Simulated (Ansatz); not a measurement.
## W (Im-3m): phonon-mediated transition temperature

What Tc do the phonons of W (Im-3m) give, and how does it depend on μ*? The cell shown first is a relaxed one, from steps not shown here.

Method: DFT PBE, scalar-relativistic, plane waves, PAW, in Ansatz 0.2.0.

## Step 1: The cell after earlier relaxation steps

It takes space group Im-3m (No. 229, cubic). The conventional cell has a = 3.185 Å, b = 3.185 Å, c = 3.185 Å, α = 90.00°, β = 90.00°, γ = 90.00°. Nearest to W lie 8 W at 2.76 Å.

## Step 2: Electron–phonon run: q 3×3×3, k 9×9×9, scattering 16×16×16

The run that gives the couplings also evaluates McMillan's and Allen and Dynes's formulas and, where asked, the Eliashberg equations, over a range of μ*.

Input file input.yaml:

```yaml
crystal:
  lattice:
    - [-1.592603731, 1.592603731, 1.592603731]
    - [1.592603731, -1.592603731, 1.592603731]
    - [1.592603731, 1.592603731, -1.592603731]
  atoms:
    - { symbol: W, position: [0.0, 0.0, 0.0] }
kpoints:
  mp_grid: { grid: [9, 9, 9] }
hamiltonian:
  xc: pbe
scf:
  occupations: { method: methfessel_paxton, width: 0.2 }
output:
  eigenvalues: true
phonons:
  method: dfpt
  qmesh: [3, 3, 3]
  temperatures: { t_max: 1000, t_step: 50 }
  qpath:
    path:
      - [[0.0, 0.0, 0.0], [0.5, -0.5, 0.5], [0.0, 0.0, 0.5], [0.0, 0.0, 0.0], [0.25, 0.25, 0.25], [0.5, -0.5, 0.5]]
      - [[0.25, 0.25, 0.25], [0.0, 0.0, 0.5]]
    npoints: 10
  electrical_resistivity:
    mesh: [16, 16, 16]
    temperatures: [20.0, 50.0, 80.0, 100.0, 150.0, 200.0, 273.0, 300.0, 400.0, 500.0, 600.0, 800.0]
  superconductivity: { mesh: [16, 16, 16] }
```

Started as:

```bash
ansatz run input.yaml --threads 4 --pin off --max-ram 10240MiB --backend cpu --events-out ev --progress --plain --runs-dir out
```

Numbers of over 12 decimals in the logs are rounded to 6 here.

The program printed:

```text
Engine: ansatz 0.2.0, aarch64-unknown-linux-gnu
Pseudopotentials: kind: paw
Pseudopotential: W, paw, valence charge 14, recommended cutoff 420 eV (normal), W.paw.azcp
Functional definition: PBE
  parameter kappa = 0.804
  parameter beta = 0.066725
  exchange = pbe_x(kappa = kappa, mu = beta*pi^2/3)
  correlation = pbe_c(beta = beta)
Crystal: 1 atoms, lattice volume = 16.158 Å³
Basis set: ecut = 420 eV, 321 PW (Γ), exchange–correlation on 40×40×40 points (8 copies of the dense FFT grid, shifted against one another)
Bands: 11, of which v1, the nominal top of the filled ones, is band 7 counted from 1 (6 counted from 0)
Symmetry: 48 space group operations
k-points: 35 of 729
Non-local potential: W, projectors of the file, l = 0: 3, l = 1: 2, l = 2: 2, l = 3: 1
PAW form: soft (Blöchl's): semilocal exchange-correlation on the pseudo side does not see the compensation charge
PAW one-centre angular grid: W, 590 points (default); XC on 64 Gauss nodes
Initial density: superposition of atomic densities (neutral atoms: chi_scale 0, normalization atom), corrected by the library's trained network
Initial wavefunctions: pseudopotential atomic-orbital guess
Functional: x = pbe(κ = 0.804, μ = 0.219515), c = pbe(β = 0.066725)
SCF iter   1: F=—  HF=-10384.835841 eV  |F-HF|=—  |Δ(HF+E_count)|=         —  Δρ=1.48e-3  dr2=1.27e-4  ethr=1.77e-3  ⟨swp⟩=5.0  Hψ=2053  notcnv=0
preconditioner: auto → none  [insulator: Δε(μ)=0.356 eV  Ē_g=8.876 eV  σ=0.200 eV  W_gap=0.61  n_scr=0 (ndim 8)  ℏωp=22.6 eV  f_vac=0.000  D(μ)=1.05/eV (n_scr^D=12)  ε∞_Penn≈7.5]
SCF iter   2: F=—  HF=-10384.835597 eV  |F-HF|=—  |Δ(HF+E_count)|=   2.44e-4  S|Δr|=    0.00e0  Δρ=7.40e-4  dr2=2.50e-5  ethr=9.07e-7  ⟨swp⟩=2.3  Hψ=890  notcnv=0
SCF iter   3: F=—  HF=-10384.835630 eV  |F-HF|=—  |Δ(HF+E_count)|=   3.30e-5  S|Δr|=    0.00e0  Δρ=1.05e-4  dr2=9.45e-7  ethr=1.79e-7  ⟨swp⟩=2.0  Hψ=578  notcnv=0
SCF iter   4: F=—  HF=-10384.835629 eV  |F-HF|=—  |Δ(HF+E_count)|=   1.22e-6  S|Δr|=    0.00e0  Δρ=5.91e-5  dr2=4.28e-7  ethr=6.75e-9  ⟨swp⟩=2.0  Hψ=630  notcnv=0
SCF iter   5: F=—  HF=-10384.835629 eV  |F-HF|=—  |Δ(HF+E_count)|=   1.62e-7  S|Δr|=    0.00e0  Δρ=2.00e-5  dr2=4.99e-8  ethr=3.06e-9  ⟨swp⟩=3.0  Hψ=625  notcnv=0
SCF iter   6: F=—  HF=-10384.835629 eV  |F-HF|=—  |Δ(HF+E_count)|=   1.97e-8  S|Δr|=    0.00e0  Δρ=3.45e-6  dr2=1.49e-9  ethr=3.57e-10  ⟨swp⟩=2.1  Hψ=573  notcnv=0
SCF iter   7: F=-10384.835629 eV  HF=-10384.835629 eV  |F-HF|=3.64e-12  |Δ(HF+E_count)|=  5.53e-10  S|Δr|=    0.00e0  Δρ=2.40e-7  dr2=4.51e-12  ethr=1.00e-12  ⟨swp⟩=5.1  Hψ=1957  notcnv=0
SCF 1 converged in 7 iterations: F = -10384.835629 eV  dr2 = 4.51e-12
  greatest PAW one-centre occupation: 1.000 electrons in one spin orbital (limit 2), on the W atom at site 0 (counted from 0), in its partial waves of l = 0
NSCF: frozen V_eff on 35 k-points
NSCF: frozen V_eff on 75 k-points
DFPT response loops at q = (0, 0, 0) (fractional): preconditioner auto → Kerker (q_TF=auto, 2.664 Å⁻¹) (partly filled bands, converged f_vac=0.000); β = 1.00, the filter's whole step (`scf.mixing.beta` (0.50) is not read by the response loops under this deck's `scf.mixing.preconditioner`; to damp them name `kerker` or `kerker_dos`, under which they read `scf.mixing.beta`, and type it under 1.00, their step now; both keys bind the ground state too); Broyden in place of MSR1
NSCF: frozen V_eff on 810 k-points
DFPT response loops at q = (0, 0, 0.333333) (fractional): mixed as the last ones told, above
NSCF: frozen V_eff on 810 k-points
DFPT response loops at q = (0, 0.333333, 0.333333) (fractional): mixed as the last ones told, above
NSCF: frozen V_eff on 450 k-points
DFPT response loops at q = (0.333333, 0.333333, -0.333333) (fractional): mixed as the last ones told, above
SCF iter   1: F=—  HF=-10384.835841 eV  |F-HF|=—  |Δ(HF+E_count)|=         —  Δρ=1.48e-3  dr2=1.27e-4  ethr=1.77e-3  ⟨swp⟩=5.0  Hψ=2053  notcnv=0
SCF iter   2: F=—  HF=-10384.835597 eV  |F-HF|=—  |Δ(HF+E_count)|=   2.44e-4  S|Δr|=    0.00e0  Δρ=7.40e-4  dr2=2.50e-5  ethr=9.07e-7  ⟨swp⟩=2.3  Hψ=890  notcnv=0
SCF iter   3: F=—  HF=-10384.835630 eV  |F-HF|=—  |Δ(HF+E_count)|=   3.30e-5  S|Δr|=    0.00e0  Δρ=1.05e-4  dr2=9.45e-7  ethr=1.79e-7  ⟨swp⟩=2.0  Hψ=578  notcnv=0
SCF iter   4: F=—  HF=-10384.835629 eV  |F-HF|=—  |Δ(HF+E_count)|=   1.22e-6  S|Δr|=    0.00e0  Δρ=5.91e-5  dr2=4.28e-7  ethr=6.75e-9  ⟨swp⟩=2.0  Hψ=630  notcnv=0
SCF iter   5: F=—  HF=-10384.835629 eV  |F-HF|=—  |Δ(HF+E_count)|=   1.62e-7  S|Δr|=    0.00e0  Δρ=2.00e-5  dr2=4.99e-8  ethr=3.06e-9  ⟨swp⟩=3.0  Hψ=625  notcnv=0
SCF iter   6: F=—  HF=-10384.835629 eV  |F-HF|=—  |Δ(HF+E_count)|=   1.97e-8  S|Δr|=    0.00e0  Δρ=3.45e-6  dr2=1.49e-9  ethr=3.57e-10  ⟨swp⟩=2.1  Hψ=573  notcnv=0
SCF iter   7: F=-10384.835629 eV  HF=-10384.835629 eV  |F-HF|=7.28e-12  |Δ(HF+E_count)|=  5.53e-10  S|Δr|=    0.00e0  Δρ=2.40e-7  dr2=4.52e-12  ethr=1.00e-12  ⟨swp⟩=1.9  Hψ=1297  notcnv=0
SCF 2 converged in 7 iterations: F = -10384.835629 eV  dr2 = 4.52e-12
NSCF: frozen V_eff on 35 k-points
NSCF: frozen V_eff on 72 k-points
[...]
SCF converged after 7 iterations
Stability not checked: this state was not tested for a lower state beside it, because cold or Methfessel-Paxton smearing, or corrected tetrahedra, fill the levels in a way that the test cannot read (fill_not_monotonic; see scf.lower_state_search)
Free energy (F): -10384.835629 eV
Harris-Foulkes:  -10384.835629 eV  (|F-HF|=3.64e-12)
Internal energy: -10384.829950 eV  (E = F + TS)
E sigma→0 (E₀):  -10384.834209 eV
Entropy (-TS):   -0.005679 eV (-5.679 meV/atom)
Fermi energy:    22.193916 eV
--- Per-component energies (eV) ---
  E_band       = -87.981974
  E_kinetic    = 449.391153
  E_local      = -611.804263  (includes V_loc(G=0)·N_el)
  E_nonlocal   = 0.268803
  E_hartree    = 218.808397
  E_xc         = -266.801390
  E_vxc        = -238.605965  (∫ρ·V_xc dr)
  E_paw        = -8562.376947  (= ΣΔE_a)
  E_vpaw       = -124.848383  (= ΣTr[D̂ρ^β])
  E_aug_tail   = -0.000064  (compensation charges beyond the density's cutoff)
  E_ewald      = -1612.315639
  E_smearing   = -0.005679  (= −TS)
  E_closure    = 0.000000  (closes the sum)
  Σ components = -10384.835629   (vs F -10384.835629, Δ=0.00e0)
--- Band table (eV; the first three rows and the last of 35) ---
  k-point 0: bands = [... 3 lower, -15.6216, 12.6136, 20.9305, 20.9305, 20.9305, 24.3435, 24.3435, 36.6040]
  k-point 1: bands = [... 3 lower, -15.6223, 13.1840, 20.5969, 20.8279, 21.4912, 23.8947, 24.3564, 37.0366]
  k-point 2: bands = [... 3 lower, -15.6240, 14.6094, 19.8519, 20.3963, 23.0953, 23.6604, 24.4753, 37.1041]
[...]
mean free path at 80 K (of a tensor a third of its trace): 129 nm by what each carries, 109 by the Fermi surface alone
  Hall coefficient in a weak field at 80 K (a third of the trace): 1.268e-10 m³/C (as a tensor it moves by 25.2 % between the two finest meshes); by each state's relaxation time: 1.426e-10 m³/C; by a constant relaxation time: (none: it, or that of a finer mesh, parts from a neighbouring mesh's by over half of the finer one's)
  mean free path at 100 K (of a tensor a third of its trace): 77.2 nm by what each carries, 66.9 by the Fermi surface alone
  Hall coefficient in a weak field at 100 K (a third of the trace): 1.337e-10 m³/C (as a tensor it moves by 29.0 % between the two finest meshes); by each state's relaxation time: 1.459e-10 m³/C; by a constant relaxation time: (none: it, or that of a finer mesh, parts from a neighbouring mesh's by over half of the finer one's)
  mean free path at 150 K (of a tensor a third of its trace): 37.9 nm by what each carries, 34.0 by the Fermi surface alone
  Hall coefficient in a weak field at 150 K (a third of the trace): 1.394e-10 m³/C (as a tensor it moves by 31.5 % between the two finest meshes); by each state's relaxation time: 1.471e-10 m³/C; by a constant relaxation time: (none: it, or that of a finer mesh, parts from a neighbouring mesh's by over half of the finer one's)
  mean free path at 200 K (of a tensor a third of its trace): 25.6 nm by what each carries, 23.2 by the Fermi surface alone
  Hall coefficient in a weak field at 200 K (a third of the trace): 1.406e-10 m³/C (as a tensor it moves by 31.4 % between the two finest meshes); by each state's relaxation time: 1.468e-10 m³/C; by a constant relaxation time: (none: it, or that of a finer mesh, parts from a neighbouring mesh's by over half of the finer one's)
  mean free path at 273 K (of a tensor a third of its trace): 17.6 nm by what each carries, 16.1 by the Fermi surface alone
  Hall coefficient in a weak field at 273 K (a third of the trace): 1.412e-10 m³/C (as a tensor it moves by 30.2 % between the two finest meshes); by each state's relaxation time: 1.465e-10 m³/C; by a constant relaxation time: (none: it, or that of a finer mesh, parts from a neighbouring mesh's by over half of the finer one's)
  mean free path at 300 K (of a tensor a third of its trace): 15.9 nm by what each carries, 14.5 by the Fermi surface alone
  Hall coefficient in a weak field at 300 K (a third of the trace): 1.414e-10 m³/C (as a tensor it moves by 29.6 % between the two finest meshes); by each state's relaxation time: 1.465e-10 m³/C; by a constant relaxation time: (none: it, or that of a finer mesh, parts from a neighbouring mesh's by over half of the finer one's)
  mean free path at 400 K (of a tensor a third of its trace): 11.6 nm by what each carries, 10.6 by the Fermi surface alone
  Hall coefficient in a weak field at 400 K (a third of the trace): 1.425e-10 m³/C (as a tensor it moves by 27.1 % between the two finest meshes); by each state's relaxation time: 1.470e-10 m³/C; by a constant relaxation time: (none: it, or that of a finer mesh, parts from a neighbouring mesh's by over half of the finer one's)
  mean free path at 500 K (of a tensor a third of its trace): 9.23 nm by what each carries, 8.41 by the Fermi surface alone
  Hall coefficient in a weak field at 500 K (a third of the trace): 1.443e-10 m³/C (as a tensor it moves by 24.4 % between the two finest meshes); by each state's relaxation time: 1.483e-10 m³/C; by a constant relaxation time: (none: it, or that of a finer mesh, parts from a neighbouring mesh's by over half of the finer one's)
  mean free path at 600 K (of a tensor a third of its trace): 7.69 nm by what each carries, 6.98 by the Fermi surface alone
  Hall coefficient in a weak field at 600 K (a third of the trace): 1.465e-10 m³/C (as a tensor it moves by 21.7 % between the two finest meshes); by each state's relaxation time: 1.501e-10 m³/C; by a constant relaxation time: (none: it, or that of a finer mesh, parts from a neighbouring mesh's by over half of the finer one's)
  mean free path at 800 K (of a tensor a third of its trace): 5.81 nm by what each carries, 5.22 by the Fermi surface alone
  Hall coefficient in a weak field at 800 K (a third of the trace): 1.518e-10 m³/C (as a tensor it moves by 16.9 % between the two finest meshes); by each state's relaxation time: 1.544e-10 m³/C; by a constant relaxation time: 3.405e-11 m³/C
  the resistivity times a path that all electrons share, by the Fermi surface of the deck's mesh alone (a third of the trace): 8.526e-16 Ω·m²
  not converged in the mesh (λ; λ_tr; the resistivity at 20 K by 4.84 %; the resistivity at 50 K by 8.82 %; the resistivity at 80 K by 11.63 %; the resistivity at 100 K by 12.59 %; the resistivity at 150 K by 13.59 %; the resistivity at 200 K by 13.89 %; the resistivity at 273 K by 14.01 %; the resistivity at 300 K by 14.03 %; the resistivity at 400 K by 13.99 %; the resistivity at 500 K by 13.88 %; the resistivity a [...]
  vibrations of 27 cells: unjudged by the run; compare a larger repeat
  the changes of the potential over all sites missed a rigid shift's by 0.00 % (the site terms' by 0.04 %)
  at the force constants' own smearing the fine mesh and the k-points of their solves give squared frequencies that differ by 31.0 % of the larger at the most, at (0.3333, 0.3333, -0.3333)
--- Superconductivity: potentials and phonons of a 3×3×3 supercell ---
           mesh         λ    ħω_log (meV)  μ* declared at (meV)
       16×16×16    0.2913          18.418               19.526
          8×8×8    0.3324          18.567               19.582
          4×4×4    0.4138          18.791               19.575
  λ by the species' shares of the modes' patterns: W 0.2913
  with the Fermi level up to 27.2 meV (the hardest mode) off, states and modes as they are: density of states 0.2111 to 0.2296 /eV of one spin and cell, λ 0.2828 to 0.3165
  transition temperature on the deck's mesh (K), isotropic and anisotropic, restricted to the Fermi surface (FSR) and over the full bandwidth (FBW), and the last with the density of states resolved in a narrower window:
        μ*   McMillan   Allen–Dynes      iso. FSR      iso. FBW    aniso. FSR    aniso. FBW  narrow window
      0.08      0.194         0.196         0.185         0.185         0.251         0.251          0.251
      0.10      0.077         0.077    none_found    none_found         0.112         0.112          0.112
      0.12      0.023         0.023    none_found    none_found    none_found    none_found     none_found
      0.13      0.010         0.011    none_found    none_found    none_found    none_found     none_found
      0.14      0.004         0.004    none_found    none_found    none_found    none_found     none_found
      0.16      0.000         0.000    none_found    none_found    none_found    none_found     none_found
      0.20      0.000         0.000    none_found    none_found    none_found    none_found     none_found
  none_found: no transition down to 0.1 K
  isotope coefficients −∂ln Tc/∂ln M under μ* = 0.13, the force constants as they are, of the isotropic transitions restricted to the Fermi surface and over the full bandwidth: W - and -
  gaps at the Fermi level over the full bandwidth under μ* = 0.1, 0.028 K: 0.006 to 0.025 meV
  not converged in the mesh (λ): between neighbouring meshes, the two finest first, λ moves by 14.10 % and 24.51 % and the anisotropic transition temperature over the full bandwidth at μ* = 0.13 by nothing (neither mesh has one) and (not known); converged means that the two finest part by at most 2.00 % and 5.00 %
  vibrations of 27 cells: unjudged by the run; compare a larger repeat
  the changes of the potential over all sites missed a rigid shift's by 0.00 % (the site terms' by 0.04 %)
  at the force constants' own smearing the fine mesh and the k-points of their solves give squared frequencies that differ by 31.0 % of the larger at the most, at (0.3333, 0.3333, -0.3333)
```

Run time: 60 s. Hardware: 4 threads of Arm Neoverse V2, shared host; peak memory 2.4 GiB.

In the SCF lines HF is the Harris–Foulkes energy and dr2 the Hartree energy of the density residual, in eV; the loop may stop once dr2 is under the threshold and the program's other checks hold. Hψ counts applications of the Hamiltonian.

This step gave:

```
volume per atom                                                                : 16.16 Å³
metallic on mesh                                                               : yes
gap on the k-mesh                                                              : 0 eV
zero point energy                                                              : 0.02787 eV/cell
share of imaginary modes in the plain interpolation between solved wavevectors : 0
highest frequency, solved or plainly interpolated                              : 204.2 cm⁻¹
Debye temperature (second moment)                                              : 284 K
resistivity at 300 K                                                           : 5.884 μΩ cm
coupling constant λ                                                            : 0.2913
density of states at the Fermi level                                           : 0.2138 states/eV a spin and cell
log mean phonon energy ħω_log                                                  : 18.42 meV
transport coupling constant λ_tr                                               : 0.2881, 0.2881, 0.2881 (xx, yy, zz)
Drude plasma energy                                                            : 7.352, 7.352, 7.352 eV (xx, yy, zz)
resistivity times mean free path                                               : 8.526, 8.526, 8.526 × 10⁻¹⁶ Ω m² (xx, yy, zz)
second-moment phonon energy ħω₂                                                : 19.53 meV
coupling λ by branch                                                           : 0.118, 0.0977, 0.0753 (branches by rank of frequency)
```

An empty cell: under 1 mK by a formula, or no transition down to the floor of the Eliashberg search. Transition temperatures:

```
  μ*  McMillan Tc (K)  Allen–Dynes Tc (K)  isotropic Fermi-surface Tc (K)  isotropic full bandwidth Tc (K)  anisotropic Fermi-surface Tc (K)  anisotropic full bandwidth Tc (K)  anisotropic narrow window Tc (K)
0.08            0.194               0.196                           0.185                            0.185                             0.251                              0.251                             0.251
 0.1           0.0766              0.0773                               -                                -                             0.112                              0.112                             0.112
0.12           0.0225              0.0227                               -                                -                                 -                                  -                                 -
0.13           0.0104              0.0105                               -                                -                                 -                                  -                                 -
0.14          0.00419             0.00423                               -                                -                                 -                                  -                                 -
0.16                -                   -                               -                                -                                 -                                  -                                 -
 0.2                -                   -                               -                                -                                 -                                  -                                 -
```

[end of part 1 of 3]

[Logs are printed without paths, hosts, clocks, repeated set-up lines and the standing remarks that a program may print on its own settings, such as how far it seeks lower states.]

[Hosts, paths, dates, database ids (printed as entryN), source tags and the programs' standing remarks are cut or masked in the printed files.]
